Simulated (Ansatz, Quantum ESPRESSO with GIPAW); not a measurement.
# Mg2C3: working out the 25Mg quadrupolar coupling

A plane-wave PAW calculation (PBE, Ansatz) gives this electric field gradient, in 10²¹ V/m² and Cartesian axes, at one Mg site of Mg2C3 (atom 1; MgC6; site symmetry m):

```
      0.1112        0.0000       -0.4219
      0.0000       -0.4975        0.0000
     -0.4219        0.0000        0.3863
```

25Mg has spin 5/2, Q = 0.1994 barn and |γ|/2π = 2.6083 MHz/T. The cell is the C2/m form of a database entry, atoms relaxed, static and at 0 K. 

**Task.** Find C_Q, η_Q and ν_Q, and the shift and width of the central transition under fast MAS at 11.7 T and 14.1 T.

1. The tensor is symmetric and traceless. Its eigenvalues, ordered by size, are V_xx = -0.1950, V_yy = -0.4975 and V_zz = 0.6925.

2. η_Q = (V_xx − V_yy)/V_zz = 0.437.

3. C_Q = eQV_zz/h. One unit of 10²¹ V/m² with one barn gives 24.18 MHz, so C_Q = 24.18 × 0.1994 × 0.6925 = 3.339 MHz. A spectrum shows its size, not its sign.

4. ν_Q = 3C_Q/[2I(2I−1)] = 0.501 MHz in size, and P_Q = |C_Q|√(1 + η²/3) = 3.443 MHz.

5. The resonances lie at ν0 = 30.52 and 36.78 MHz, so ν_Q/ν0 is 0.016 at most and second order holds. The centre of gravity moves by δ_Q = −(3/40)(P_Q/ν0)² F × 10⁶ ppm, with F = [I(I+1) − 3/4]/[I²(2I−1)²] = 0.08: -76.4 ppm at 11.7 T and -52.6 ppm at 14.1 T.

6. Summing the second-order term over orientations gives a full width of 177 ppm (5.4 kHz) and 122 ppm (4.5 kHz). In ppm both fall as 1/B²: (11.7/14.1)² = 0.689. The spinning rate must pass the static width for this shape to show cleanly.

[Banner, clock, file and message-heading lines were taken out of the pw.x and gipaw.x logs.]

[Logs are printed without paths, hosts, clocks, repeated set-up lines and the standing remarks that a program may print on its own settings, such as how far it seeks lower states.]

[Hosts, paths, dates, database ids (printed as entryN), source tags and the programs' standing remarks are cut or masked in the printed files.]
